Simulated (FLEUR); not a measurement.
# Magnetic state of free Ni(111) film, 1 layer from several starts

Aim: find out whether free Ni(111) film, 1 layer carries moments, and which collinear order costs least.

Program: FLEUR MaX-R8.1. Level of theory: LDA (VWN); all-electron FLAPW film, Dirac cores, scalar-relativistic bands. Results are calculated unless marked as measured.

### Step 1. Starting point

The cell holds 1 atom: 1 Ni. Cell: a = 2.492 Å, b = 2.492 Å, c = 14.000 Å, α = 90.0°, β = 90.0°, γ = 120.0°. Layers at typed spacings, unrelaxed. Vacuum lies along c.

Structure file:

```xyz
1
Lattice="2.4917 0.0000 0.0000 -1.2458 2.1579 0.0000 0.0000 0.0000 14.0000" Properties=species:S:1:pos:R:3
Ni    0.0000    0.0000    7.0000
```

### Step 2. Order 1, typed as ferro +

The parallel start is the test of whether parallel moments hold.

inpgen writes inp.xml from crystal.txt; cutoffs, mixing, functional, smearing and local orbitals are then set in the file. The k list default-1 (kpts.xml, not shown) is a Γ-centred 18×18×1 mesh; where the ranks do not divide the number of points, some are split in two of half the weight.

File inp.xml:

```
<?xml version="1.0" encoding="UTF-8" standalone="no"?>
<fleurInput fleurInputVersion="0.39">
   <comment>
      Ni
   </comment>
   <calculationSetup>
      <cutoffs Kmax="3.66" Gmax="11.0" GmaxXC="11.0" numbands="0"/>
      <scfLoop itmax="120" minDistance="0.00002" maxIterBroyd="15" imix="Anderson" alpha="0.03" precondParam="0.0" spinf="2.0" sdNocoIR="T"/>
      <coreElectrons ctail="T" frcor="F" kcrel="1" coretail_lmax="0"/>
      <xcFunctional name="vwn" relativisticCorrections="F"/>
      <magnetism jspins="2"/>
      <soc l_soc="F" theta="0.0" phi="0.0" spav="F"/>
      <expertModes spex="0" secvar="F"/>
      <geometryOptimization l_f="F" forcealpha="1.0" forcemix="BFGS" epsdisp="0.00001" epsforce="0.00001"/>
      <ldaU l_linMix="F" mixParam="0.05" spinf="1.0"/>
   </calculationSetup>
   <cell>
      <bzIntegration valenceElectrons="18.0" mode="hist" fermiSmearingEnergy="0.00183747">
         <kPointListSelection listName="default-1"/>
         <xi:include xmlns:xi="http://www.w3.org/2001/XInclude" href="kpts.xml"> </xi:include>
      </bzIntegration>
      <xi:include xmlns:xi="http://www.w3.org/2001/XInclude" href="sym.xml"> </xi:include>
      <filmLattice scale="1.0" dVac="5.28" dTilda="7.78">
         <bravaisMatrixFilm>
            <row-1>    4.7086300406703598     0.0000001262337051</row-1>
            <row-2>   -2.3543151296652853     4.0777931691130949</row-2>
         </bravaisMatrixFilm>
         <vacuumEnergyParameters vacuum="1" spinUp="-.25" spinDown="-.25"/>
      </filmLattice>
   </cell>
   <atomSpecies>
      <species name="Nickel (Ni1.000" element="Ni" atomicNumber="28">
         <mtSphere radius="2.24" gridPoints="741" logIncrement="0.016"/>
         <atomicCutoffs lmax="8" lnonsphr="6"/>
         <electronConfig flipSpins="F">
            <coreConfig>(1s1/2) (2s1/2) (2p1/2) (2p3/2)</coreConfig>
            <valenceConfig>(3s1/2) (3p1/2) (3p3/2) (4s1/2) (3d3/2) (3d5/2)</valenceConfig>
            <stateOccupation state="(3d3/2)" spinUp="1.6" spinDown="1.6"/>
            <stateOccupation state="(3d5/2)" spinUp="2.9" spinDown="1.9"/>
         </electronConfig>
         <energyParameters s="4" p="4" d="3" f="4"/>
         <lo type="SCLO" l="0" n="3" eDeriv="0"/>
         <lo type="SCLO" l="1" n="3" eDeriv="0"/>
      </species>
   </atomSpecies>
   <atomGroups>
      <atomGroup species="Nickel (Ni1.000">
         <filmPos label="                   1">.0000000000 .0000000000 .0000000000</filmPos>
         <force calculate="T" relaxXYZ="TTT"/>
      </atomGroup>
   </atomGroups>
   <output dos="F" band="F" slice="F">
      <bandDOS minEnergy="-.5*Htr" maxEnergy="0.5*Htr" sigma="0.015" storeEVData="T"/>
      <plotting iplot="0" polar="F">
         <plot TwoD="T" vec1="  1.0  0.0  0.0" vec2="  0.0  1.0  0.0" vec3="  0.0  0.0  1.0" zero="  0.0  0.0 -0.5" file="plot"/>
      </plotting>
      <moessbauerParams electricFieldGradient="F" isomerShift="T" coreHyperfine="T" valenceHyperfine="T"/>
   </output>
</fleurInput>
```

File crystal.txt:

```
Ni
&input film=T cartesian=F /
2.49169971213  0.00000006680  0.00000000000
-1.24584991392  2.15787521590  0.00000000000
0.00000000000  0.00000000000  1.00000000000
1.8897261246
1.0 1.0 1.0

1
28 0.00000000000  0.00000000000  0.00000000000 : 1.000

&kpt div1=18 div2=18 div3=1 gamma=T /
```

On the command line:

```console
$ OMP_NUM_THREADS=1 inpgen -f crystal.txt > inpgen.log  # inp.xml is then edited as shown
$ OMP_NUM_THREADS=1 mpirun -n 4 fleur_MPI > fleur.log
```

What it wrote:

```text
Welcome to FLEUR        (www.flapw.de)
      MaX-Release 8.1          (www.max-centre.eu)

 ========== k-point set info ==========
 Selected k-point list: default-1
 k-point list type: mesh
 0 x 0 x 0
 Number of k points: 40

 ------------Calculation Setup---------------------------
 Number of MPI-tasks      :            4
 Number of PE/node        :            4
 Number of OMP-threads    :            1
 k-points in parallel     :            4
 pe's per k-point         :            1
 No of k-point loops      :           10
 Eigenvalue solver        :       lapack
 Number of basis functions:          141
 Approximate size of matrices (H+S) per k-point:         0.000 GB
 --------------------------------------------------------
 [... lines of the core solver left out ...]
 Iteration:     1   Distance:      21.25451044 me/bohr^3
 [... lines of the core solver left out ...]
 Iteration:     2   Distance:      17.50079753 me/bohr^3
 [... lines of the core solver left out ...]
 Iteration:     3   Distance:       8.79017534 me/bohr^3
 [... lines of the core solver left out ...]
 Iteration:     4   Distance:       9.13072176 me/bohr^3
 [... lines of the core solver left out ...]
 Iteration:     5   Distance:       4.60628732 me/bohr^3
 [... lines of the core solver left out ...]
 Iteration:     6   Distance:       5.76250313 me/bohr^3
 [... lines of the core solver left out ...]
 Iteration:     7   Distance:       2.04834849 me/bohr^3
 [... lines of the core solver left out ...]
 Iteration:     8   Distance:       1.45603027 me/bohr^3
 [... lines of the core solver left out ...]
 Iteration:     9   Distance:       0.55597634 me/bohr^3
 [... lines of the core solver left out ...]
 Iteration:    10   Distance:       0.52702176 me/bohr^3
 [... lines of the core solver left out ...]
 Iteration:    11   Distance:       0.23773680 me/bohr^3
 [... lines of the core solver left out ...]
 Iteration:    12   Distance:       0.03208322 me/bohr^3
 [... lines of the core solver left out ...]
 Iteration:    13   Distance:       0.02825656 me/bohr^3
 [... lines of the core solver left out ...]
[... rest left out ...]

--- out.xml (last complete iteration) ---
<iteration numberForCurrentRun="   24" overallNumber="   24">
         <energyParameters units="Htr">
            <atomicEP atomType="1" spin="1" branch="4s" branchLowest="-3.97" branchHighest="1.26" value="-0.3040988197"/>
            <atomicEP atomType="1" spin="1" branch="4p" branchLowest="-2.52" branchHighest="1.87" value="-0.1561021106"/>
            <atomicEP atomType="1" spin="1" branch="3d" branchLowest="-9.99" branchHighest="-0.16" value="-0.2695728885"/>
            <atomicEP atomType="1" spin="1" branch="4f" branchLowest="-9.99" branchHighest="3.23" value="0.1688073950"/>
            <loAtomicEP atomType="1" spin="1" branch="3s" branchLowest="-35.90" branchHighest="-3.97" value="-3.9735677800"/>
            <loAtomicEP atomType="1" spin="1" branch="3p" branchLowest="-30.91" branchHighest="-2.52" value="-2.5340969915"/>
            <vacuumEP vacuum="1" spin="1" vzIR="-0.2649783608" vzInf="-0.0000234857" value="-0.2500234857"/>
            <atomicEP atomType="1" spin="2" branch="4s" branchLowest="-3.93" branchHighest="1.27" value="-0.3031990883"/>
            <atomicEP atomType="1" spin="2" branch="4p" branchLowest="-2.48" branchHighest="1.89" value="-0.1568529630"/>
            <atomicEP atomType="1" spin="2" branch="3d" branchLowest="-9.99" branchHighest="-0.13" value="-0.2419605930"/>
            <atomicEP atomType="1" spin="2" branch="4f" branchLowest="-9.99" branchHighest="3.24" value="0.1669470275"/>
            <loAtomicEP atomType="1" spin="2" branch="3s" branchLowest="-35.88" branchHighest="-3.93" value="-3.9372765907"/>
            <loAtomicEP atomType="1" spin="2" branch="3p" branchLowest="-30.90" branchHighest="-2.48" value="-2.4989478211"/>
            <vacuumEP vacuum="1" spin="2" vzIR="-0.2697700703" vzInf="-0.0000234857" value="-0.2500234857"/>
         </energyParameters>
         <bandgap value="0.0236821492" units="eV"/>
         <sumValenceSingleParticleEnergies value="-25.6667659539" units="Htr"/>
         <FermiEnergy value="-0.2114037942" units="Htr"/>
         <valenceDensity>
            <mtCharges spin="1">
               <mtCharge atomType="1" total="8.8063599" s="1.2036704" p="3.0889916" d="4.5062918" f="0.0055374"/>
            </mtCharges>
            <mtCharges spin="2">
               <mtCharge atomType="1" total="7.9674923" s="1.2110344" p="3.1033813" d="3.6456447" f="0.0056490"/>
            </mtCharges>
            <spinDependentCharge spin="1" total="9.3930694" interstitial="0.5037990" mtSpheres="8.8063599" vacuum1="0.0414552"/>
            <spinDependentCharge spin="2" total="8.6069309" interstitial="0.5411001" mtSpheres="7.9674923" vacuum1="0.0491693"/>
            <totalCharge value="18.0000002542"/>
         </valenceDensity>
         <allElectronCharges>
            <spinDependentCharge spin="1" total="14.3930712" interstitial="0.5037990" mtSpheres="13.8063617" vacuum1="0.0414552"/>
            <spinDependentCharge spin="2" total="13.6069290" interstitial="0.5411001" mtSpheres="12.9674904" vacuum1="0.0491693"/>
            <totalCharge value="28.0000002545"/>
         </allElectronCharges>
         <magneticMomentsInMTSpheres units="muBohr">
            <globalMagMoment atomType="1" vec="0.00000   0.00000   0.83887"/>
            <localMagMoment atomType="1" vec="0.00000   0.00000   0.83887"/>
         </magneticMomentsInMTSpheres>
         <moessbauerParams unitsHFF="kG" unitsIS="e/bohr^3" unitsEFG="Htr/bohr^2">
            <coreHyperfineField atomType="1" hffTotal="-242.51092" isTotal="19326.88483">
               <shell n="1" l="0" hff="-10.33113" isomerShift="17620.45877"/>
               <shell n="2" l="0" hff="-233.11784" isomerShift="1695.40896"/>
               <shell n="2" l="1" hff="0.93806" isomerShift="11.01710"/>
            </coreHyperfineField>
            <isomerShift atomType="1" nucleusRadius="0.0000918" averageDensity="19585.25547"/>
         </moessbauerParams>
         <totalEnergy value="    -1518.3427296448" units="Htr">
            <sumOfEigenvalues value="     -884.9063743280">
               <coreElectrons value="-859.2396083740"/>
               <valenceElectrons value="-25.6667659539"/>
            </sumOfEigenvalues>
            <densityCoulombPotentialIntegral value="-2345.8021324669"/>
            <densityEffectivePotentialIntegral value="-2426.5997551233"/>
            <chargeDenXCDenIntegral value="-61.0295183430"/>
            <FockExchangeEnergyValence value="0.0000000000"/>
            <FockExchangeEnergyCore value="0.0000000000"/>
            <atomTypeDependentContributions atomType="1">
               <electronNucleiInteractionDifferentMTs value="1821.0195747749"/>
               <MadelungTerm value="-5.0859510889"/>
            </atomTypeDependentContributions>
            <tkbTimesEntropy value="0.0009324336"/>
            <freeEnergy value="-1518.3436620784"/>
            <extrapolationTo0K value="-1518.3431958616"/>
         </totalEnergy>
         <densityConvergence units="me/bohr^3">
            <chargeDensity spin="1" distance="0.0000004718"/>
            <chargeDensity spin="2" distance="0.0000023992"/>
            <overallChargeDensity distance="0.0000022314"/>
            <spinDensity distance="0.0000026416"/>
         </densityConvergence>
      </iteration>
```

It took 9.9 s on 4 MPI ranks of Arm Neoverse V1, shared host; peak memory 0.17 GiB.

This step gave:

```
free energy                                                       : -41316.2358 eV
program's band gap on this mesh (in a metal only a level spacing) : 0.02368 eV
magnetization                                                     : 0.7861 μB
final state                                                       : ferromagnetic
largest moment                                                    : 0.8389 μB
```

After 24 cycles the largest moment stands at 0.839 μB.

### Step 3. Order 2, typed as antiferro q=(0,1/2,0) +-

Reversing part of the moments tests the sign of the couplings between them.

The cell is doubled to 2 atoms to hold this order. The mesh is halved along the doubled vector, so that both cells sample the same points. The k list default-1 (kpts.xml, not shown) is a Γ-centred 18×9×1 mesh.

Changes to inp.xml since step 2:

```diff
@@ -17,3 +17,3 @@
    <cell>
-      <bzIntegration valenceElectrons="18.0" mode="hist" fermiSmearingEnergy="0.00183747">
+      <bzIntegration valenceElectrons="36.0" mode="hist" fermiSmearingEnergy="0.00183747">
          <kPointListSelection listName="default-1"/>
@@ -24,4 +24,4 @@
          <bravaisMatrixFilm>
-            <row-1>    4.7086300406703598     0.0000001262337051</row-1>
-            <row-2>   -2.3543151296652853     4.0777931691130949</row-2>
+            <row-1>    4.7086305846658192     0.0000000000000000</row-1>
+            <row-2>   -4.7086305846658192     8.1555855222424505</row-2>
          </bravaisMatrixFilm>
@@ -44,2 +44,15 @@
       </species>
+      <species name="Nickel (Ni-1.000" element="Ni" atomicNumber="28">
+         <mtSphere radius="2.24" gridPoints="741" logIncrement="0.016"/>
+         <atomicCutoffs lmax="8" lnonsphr="6"/>
+         <electronConfig flipSpins="F">
+            <coreConfig>(1s1/2) (2s1/2) (2p1/2) (2p3/2)</coreConfig>
+            <valenceConfig>(3s1/2) (3p1/2) (3p3/2) (4s1/2) (3d3/2) (3d5/2)</valenceConfig>
+            <stateOccupation state="(3d3/2)" spinUp="1.6" spinDown="1.6"/>
+            <stateOccupation state="(3d5/2)" spinUp="1.9" spinDown="2.9"/>
+         </electronConfig>
+         <energyParameters s="4" p="4" d="3" f="4"/>
+         <lo type="SCLO" l="0" n="3" eDeriv="0"/>
+         <lo type="SCLO" l="1" n="3" eDeriv="0"/>
+      </species>
    </atomSpecies>
@@ -48,2 +61,6 @@
          <filmPos label="                   1">.0000000000 .0000000000 .0000000000</filmPos>
+         <force calculate="T" relaxXYZ="TTT"/>
+      </atomGroup>
+      <atomGroup species="Nickel (Ni-1.000">
+         <filmPos label="                   2">.0000000000 1.000/2.000 .0000000000</filmPos>
          <force calculate="T" relaxXYZ="TTT"/>
```

File crystal.txt:

```
Ni
&input film=T cartesian=F /
2.49170000000  0.00000000000  0.00000000000
-2.49170000000  4.31575000000  0.00000000000
0.00000000000  0.00000000000  1.00000000000
1.8897261246
1.0 1.0 1.0

2
28 0.00000000000  0.00000000000  0.00000000000 : 1.000
28 0.00000000000  0.50000000000  0.00000000000 : -1.000

&kpt div1=18 div2=9 div3=1 gamma=T /
```

What it wrote:

```text
[banner, memory and clock lines left out]
Welcome to FLEUR        (www.flapw.de)
      MaX-Release 8.1          (www.max-centre.eu)

 ========== k-point set info ==========
 Selected k-point list: default-1
 k-point list type: mesh
 0 x 0 x 0
 Number of k points: 84

 ------------Calculation Setup---------------------------
 Number of PE/node        :            4
 Number of OMP-threads    :            1
 k-points in parallel     :            4
 pe's per k-point         :            1
 No of k-point loops      :           21
 Eigenvalue solver        :       lapack
 Number of basis functions:          271
 Approximate size of matrices (H+S) per k-point:         0.001 GB
 [... lines of the core solver left out ...]
 Iteration:     1   Distance:      23.83271371 me/bohr^3
 [... lines of the core solver left out ...]
 Iteration:     2   Distance:      20.00147371 me/bohr^3
 [... lines of the core solver left out ...]
 Iteration:     3   Distance:      10.52495900 me/bohr^3
 [... lines of the core solver left out ...]
 Iteration:     4   Distance:       9.07102870 me/bohr^3
 [... lines of the core solver left out ...]
 Iteration:     5   Distance:       6.35109953 me/bohr^3
 [... lines of the core solver left out ...]
 Iteration:     6   Distance:       6.36791736 me/bohr^3
 [... lines of the core solver left out ...]
 Iteration:     7   Distance:       4.14125787 me/bohr^3
 [... lines of the core solver left out ...]
[... rest left out ...]

--- out.xml (last complete iteration) ---
<iteration numberForCurrentRun="   33" overallNumber="   33">
         [... left out ...]
         <bandgap value="0.0046612078" units="eV"/>
         <sumValenceSingleParticleEnergies value="-51.2630274455" units="Htr"/>
         <FermiEnergy value="-0.2167587559" units="Htr"/>
         <valenceDensity>
            <mtCharges spin="1">
               <mtCharge atomType="1" total="8.6286750" s="1.2089802" p="3.0981837" d="4.3140316" f="0.0056525"/>
               <mtCharge atomType="2" total="8.1483323" s="1.2031612" p="3.0932735" d="3.8444452" f="0.0056161"/>
            </mtCharges>
            <mtCharges spin="2">
               <mtCharge atomType="1" total="8.1483319" s="1.2031612" p="3.0932735" d="3.8444448" f="0.0056161"/>
               <mtCharge atomType="2" total="8.6286747" s="1.2089802" p="3.0981837" d="4.3140313" f="0.0056525"/>
            </mtCharges>
            <spinDependentCharge spin="1" total="18.0000006" interstitial="1.0431534" mtSpheres="16.7770073" vacuum1="0.0899200"/>
            <spinDependentCharge spin="2" total="17.9999999" interstitial="1.0431534" mtSpheres="16.7770066" vacuum1="0.0899200"/>
            <totalCharge value="36.0000005097"/>
         </valenceDensity>
         [... left out ...]
         <magneticMomentsInMTSpheres units="muBohr">
            <globalMagMoment atomType="1" vec="0.00000   0.00000   0.48035"/>
            <localMagMoment atomType="1" vec="0.00000   0.00000   0.48035"/>
            <globalMagMoment atomType="2" vec="0.00000   0.00000  -0.48034"/>
            <localMagMoment atomType="2" vec="0.00000   0.00000  -0.48034"/>
         </magneticMomentsInMTSpheres>
         [... left out ...]
         <totalEnergy value="    -3036.6786013084" units="Htr">
            <sumOfEigenvalues value="    -1769.7134572262">
               <coreElectrons value="-1718.4504297807"/>
               <valenceElectrons value="-51.2630274455"/>
            </sumOfEigenvalues>
            <densityCoulombPotentialIntegral value="-4691.4998428635"/>
            <densityEffectivePotentialIntegral value="-4853.0834838529"/>
            <chargeDenXCDenIntegral value="-122.0506058458"/>
            <FockExchangeEnergyValence value="0.0000000000"/>
            <FockExchangeEnergyCore value="0.0000000000"/>
         [... left out ...]
            <tkbTimesEntropy value="0.0029471702"/>
            <freeEnergy value="-3036.6815484785"/>
            <extrapolationTo0K value="-3036.6800748935"/>
         </totalEnergy>
         <densityConvergence units="me/bohr^3">
            <chargeDensity spin="1" distance="0.0000113834"/>
            <chargeDensity spin="2" distance="0.0000120822"/>
            <overallChargeDensity distance="0.0000169594"/>
            <spinDensity distance="0.0000162327"/>
         </densityConvergence>
      </iteration>
```

Wall time 61 s (4 MPI ranks); peak memory 0.37 GiB; 4.1 min of CPU time.

Read from the output:

```yaml
free_energy: -82632.3145 eV
program_s_band_gap_on_this_mesh_in_a_metal_only_a_level_spacing: 0.004661 eV
magnetization: 0 μB
final_state: antiferromagnetic
largest_moment: 0.4803 μB
```

It lies 78.6 meV a seeded atom over the first start, and its largest moment is 0.480 μB against 0.839 μB.

[end of part 1 of 2]

[Logs and program files are shortened in this print: banners, set-up blocks, solver, clock and traceback lines can be left out without a mark of their own.]

[Logs are printed without paths, hosts, clocks, repeated set-up lines and the standing remarks that a program may print on its own settings, such as how far it seeks lower states.]

[Hosts, paths, dates, database ids (printed as entryN), source tags and the programs' standing remarks are cut or masked in the printed files.]

[Where a cell is said to come from a database of computed structures, the database is the Materials Project.]
